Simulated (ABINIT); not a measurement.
## Li2H6Pt (Fm-3m): RPA correlation energy against the basis

Wanted: RPA correlation energy of Li2H6Pt (Fm-3m), with cost.

Main program and level: ABINIT 10.8.3; LDA and many-body steps on it, plane waves.

Most raw output is cut from this account.

### Step 1. The structure

Symmetry: Fm-3m, No. 225, cubic system. Conventional cell: a = 6.650 Å, b = 6.650 Å, c = 6.650 Å, α = 90.00°, β = 90.00°, γ = 90.00°. Li has 12 H at 2.35 Å nearest. Nearest to H lie 1 Pt at 1.63 Å. Nearest to Pt lie 6 H at 1.63 Å. Farther neighbours are not listed.

Structure file:

```cif
data_structure
_symmetry_space_group_name_H-M 'P 1'
_symmetry_Int_Tables_number 1
_cell_length_a 4.7022
_cell_length_b 4.7022
_cell_length_c 4.7022
_cell_angle_alpha 60.000
_cell_angle_beta 60.000
_cell_angle_gamma 60.000
_cell_volume 73.52
loop_
_atom_site_label
_atom_site_type_symbol
_atom_site_fract_x
_atom_site_fract_y
_atom_site_fract_z
_atom_site_occupancy
Li1 Li 0.75000 0.75000 0.75000 1
Li2 Li 0.25000 0.25000 0.25000 1
H3 H 0.75479 0.75479 0.24521 1
H4 H 0.24521 0.75479 0.24521 1
H5 H 0.75479 0.24521 0.24521 1
H6 H 0.24521 0.24521 0.75479 1
H7 H 0.75479 0.24521 0.75479 1
H8 H 0.24521 0.75479 0.75479 1
Pt9 Pt 0.00000 0.00000 0.00000 1
```

The cell and positions are those that the Materials Project relaxed with its own functionals (PBE, PBE+U or r2SCAN), kept fixed. Spin-orbit coupling is left out unless a step names it.

### Step 2. Empty states on the mesh, 4×4×4 mesh, 242 bands

This step: ABINIT 10.8.3; DFT, LDA, plane waves, norm-conserving pseudopotentials.

The sums over transitions need many empty states on a uniform mesh; this step solves for them.

Input file run.abi:

```
acell 3*1.0 Angstrom
rprim 
  -0.000000000000 3.324927160000 3.324927160000
  3.324927160000 0.000000000000 3.324927160000
  3.324927160000 3.324927160000 0.000000000000
ntypat 3
znucl 3 1 78
natom 9
typat 1 1 2 2 2 2 2 2 3
xred 
  0.750000000000 0.750000000000 0.750000000000
  0.250000000000 0.250000000000 0.250000000000
  0.754787880000 0.754787880000 0.245212120000
  0.245212120000 0.754787880000 0.245212120000
  0.754787880000 0.245212120000 0.245212120000
  0.245212120000 0.245212120000 0.754787880000
  0.754787880000 0.245212120000 0.754787880000
  0.245212120000 0.754787880000 0.754787880000
  0.000000000000 0.000000000000 0.000000000000
pp_dirpath "pseudos"
pseudos "Li.upf, H.upf, Pt.upf"
ecut 34
ngkpt 4 4 4
nshiftk 1
shiftk 0 0 0
kptopt 1
chksymbreak 0
irdden 1
istwfk *1
nband 242
prtvol 0
optdriver 6
gwr_task "HDIAGO"
paral_kgb 0
occopt 1
indata_prefix "in"
outdata_prefix "out"
tmpdata_prefix "tmp"
```

Run with:

```console
$ OMP_NUM_THREADS=1 mpirun -n 4 abinit run.abi > log
```

Elapsed: 2 min, on 4 MPI ranks of Arm Neoverse V2, shared host; peak memory 5 GiB.

This step gave:

```yaml
gap: 2.757 eV
k_of_the_valence_top: -0.25, 0.25, 0
k_of_the_conduction_bottom: 0.5, 0.5, 0
least_direct_gap: 4.334 eV
k_points_computed: 8
lowest_point_of_the_top_converged_band_above_the_valence_top: 112.8464 eV
```

On this mesh the gap is 2.757 eV.

The density comes from a self-consistent run that is not shown.

### Step 3. RPA energy: 4×4×4 mesh, 51 bands, screening to 43.5 eV

The RPA dielectric matrix is built and inverted for each q.

This step: RPA screening on LDA, plane waves, norm-conserving pseudopotentials.

Edit run.abi of step 2 so:

```diff
@@ -27,10 +27,15 @@
 chksymbreak 0
-irdden 1
 istwfk *1
-nband 242
-prtvol 0
-optdriver 6
-gwr_task "HDIAGO"
-paral_kgb 0
 occopt 1
+irdwfk 1
+optdriver 3
+nband 51
+ecuteps 1.6
+inclvkb 2
+awtr 1
+symchi 1
+gwcalctyp 1
+nfreqre 0
+nfreqim 8
+gwrpacorr 1
 indata_prefix "in"
```

It took 13 s on 4 MPI ranks; peak memory 0.91 GiB; 53 s of CPU time.

This step gave:

```
ε∞ with local fields, on this mesh, along the program's q direction : 4.264
the same without local fields                                       : 5.134
plasma frequency                                                    : 23.72 eV
plane waves in the screening matrix                                 : 59
RPA correlation energy                                              : -12.87 eV
```

Local fields lower ε∞ by 17 %.

### Step 4. RPA energy: 4×4×4 mesh, 92 bands, screening to 70.7 eV

Edit run.abi of step 3 so:

```diff
@@ -31,4 +31,4 @@
 optdriver 3
-nband 51
-ecuteps 1.6
+nband 92
+ecuteps 2.6
 inclvkb 2
```

It took 31 s on 4 MPI ranks; peak memory 1.2 GiB.

This step gave:

```
ε∞ with local fields, on this mesh, along the program's q direction : 4.248
the same without local fields                                       : 5.174
plasma frequency                                                    : 23.72 eV
plane waves in the screening matrix                                 : 113
RPA correlation energy                                              : -19.67 eV
```

### Step 5. RPA energy: 4×4×4 mesh, 157 bands, screening to 108.8 eV

Edit run.abi of step 4 so:

```diff
@@ -31,4 +31,4 @@
 optdriver 3
-nband 92
-ecuteps 2.6
+nband 157
+ecuteps 4
 inclvkb 2
```

It took 77 s on 4 MPI ranks; peak memory 1.6 GiB; 5.2 min of CPU time.

This step gave:

```yaml
eps_infinity_with_local_fields_on_this_mesh_along_the_program_s_q_direction: 4.232
the_same_without_local_fields: 5.181
plasma_frequency: 23.72 eV
plane_waves_in_the_screening_matrix: 181
rpa_correlation_energy: -25.10 eV
```

### Step 6. RPA energy: 4×4×4 mesh, 234 bands, screening to 144.2 eV

Edit run.abi of step 5 so:

```diff
@@ -31,4 +31,4 @@
 optdriver 3
-nband 157
-ecuteps 4
+nband 234
+ecuteps 5.3
 inclvkb 2
```

It took 3.5 min on 4 MPI ranks; peak memory 2.5 GiB; 14 min of CPU time.

This step gave:

* ε∞ with local fields, on this mesh, along the program's q direction: 4.227
* the same without local fields: 5.183
* plasma frequency: 23.72 eV
* plane waves in the screening matrix: 283
* RPA correlation energy: -29.05 eV

### Step 7. RPA energy: 4×4×4 mesh, 92 bands, screening to 136.1 eV, 4 frequencies

Edit run.abi of step 6 so:

```diff
@@ -31,4 +31,4 @@
 optdriver 3
-nband 234
-ecuteps 5.3
+nband 92
+ecuteps 5
 inclvkb 2
@@ -38,3 +38,3 @@
 nfreqre 0
-nfreqim 8
+nfreqim 4
 gwrpacorr 1
```

It took 60 s on 4 MPI ranks; peak memory 1.4 GiB.

Numbers from this step:

```yaml
eps_infinity_with_local_fields_on_this_mesh_along_the_program_s_q_direction: 4.222
the_same_without_local_fields: 5.174
plasma_frequency: 23.72 eV
plane_waves_in_the_screening_matrix: 283
rpa_correlation_energy: -21.18 eV
```

### Step 8. The rungs together

Times are wall times on 4 MPI ranks of Arm Neoverse V2, shared host, good to a factor of about two.

```csv
bands,cutoff (eV),plane waves,frequencies,E_c (eV/atom),time
51,43.5,59,8,-1.430,13 s
92,70.7,113,8,-2.186,31 s
157,108.8,181,8,-2.789,77 s
234,144.2,283,8,-3.228,3.5 min
92,136.1,283,4,-2.354,60 s
```

### Step 9. What came out

- 4×4×4 mesh, 51 bands, screening to 43.5 eV: -1.430 eV/atom
- 4×4×4 mesh, 92 bands, screening to 70.7 eV: -2.186 eV/atom
- 4×4×4 mesh, 157 bands, screening to 108.8 eV: -2.789 eV/atom
- 4×4×4 mesh, 234 bands, screening to 144.2 eV: -3.228 eV/atom
- limit by the two highest rungs: -4.06 eV/atom

Rows off the diagonal of bands and cutoff are checks and stay out of the ladder. The energy is still falling: −0.439 eV/atom over the last rung. A line in cutoff^(−3/2) puts the limit near -4.06 eV/atom, 26 % beyond the top rung; the pair below gives -3.45, so the estimate is rough. The value holds the valence electrons of these pseudopotentials alone, on one mesh; differences between structures converge far faster than the total.

[Paths, hosts, dates, memory and timing lines, banners, echoed tables and standing remarks are left out of the program output.]

[Logs are printed without paths, hosts, clocks, repeated set-up lines and the standing remarks that a program may print on its own settings, such as how far it seeks lower states.]

[Runs of the session that timed out or met a known fault of the program may be left out.]

[Hosts, paths, dates, database ids (printed as entryN), source tags and the programs' standing remarks are cut or masked in the printed files.]

[G0W0 gaps are taken among the corrected bands and points alone; a level outside them can change the order at an edge.]

[Where Ansatz stands beside ABINIT at settings called matched, ABINIT's density can come from a denser mesh and the files from another edition; pairs whose starting gaps differed by over 0.03 eV were left out, so agreement reads better than it is.]
